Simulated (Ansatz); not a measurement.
The crystal is SiO2 (Quartz).

Symmetry: P3_121, No. 152, trigonal system. The conventional cell has a = 4.916 Å, b = 4.916 Å, c = 5.409 Å, α = 90.00°, β = 90.00°, γ = 120.00°. Nearest to Si lie 4 O at 1.61 Å. Nearest to O lie 2 Si at 1.61 Å. Farther neighbours and most contacts between anions are not listed.

```xyz
9
Lattice="4.9158 0.0000 0.0000 -2.4579 4.2572 0.0000 0.0000 0.0000 5.4091" Properties=species:S:1:pos:R:3 pbc="T T T"
Si    2.6068    0.0000    1.8030
Si   -1.3034    2.2576    3.6061
Si    1.1545    1.9996    0.0000
O    -0.2994    1.7633    4.7654
O     1.0805    3.1163    1.1594
O    -0.7811    3.6348    2.9624
O     1.6768    0.6224    0.6437
O     2.1585    2.4939    4.2497
O     3.5384    1.1409    2.4467
```

The cell and positions come from the Crystallography Open Database and are kept as given unless a step says otherwise. PAW set soft_2, made with PBE.

Gaps computed with Ansatz 0.2.0 without a self-energy: LDA 5.75 eV, PBE 6.00 eV and DDH-PBE0 10.25 eV. The mean ε∞ by PBE perturbation theory is 2.46.

Question: Estimate the G0W0@PBE gap with 6×6×4 mesh, 520 empty bands, screening to 160 eV, default PAW files.

About 8.99 eV: on its mesh the run moves the gap from 6.00 eV by +3.00 eV. Among the scalar-relativistic levels given, DDH-PBE0 is nearest (+1.26 eV). One-shot corrections scale roughly with one over ε∞, here 0.41. Bands and cutoff are finite, so the gap is not at the basis limit. The miss can reach some tenths of an eV and take either sign; the mesh is an error of its own.

[Paths, hosts, dates, memory and timing lines, banners, echoed tables and standing remarks are left out of the program output.]

[Logs are printed without paths, hosts, clocks, repeated set-up lines and the standing remarks that a program may print on its own settings, such as how far it seeks lower states.]

[Runs of the session that timed out or met a known fault of the program may be left out.]

[Cells called generated may have been cut or substituted from an entry of the Crystallography Open Database or the Materials Project.]

[Hosts, paths, dates, database ids (printed as entryN), source tags and the programs' standing remarks are cut or masked in the printed files.]
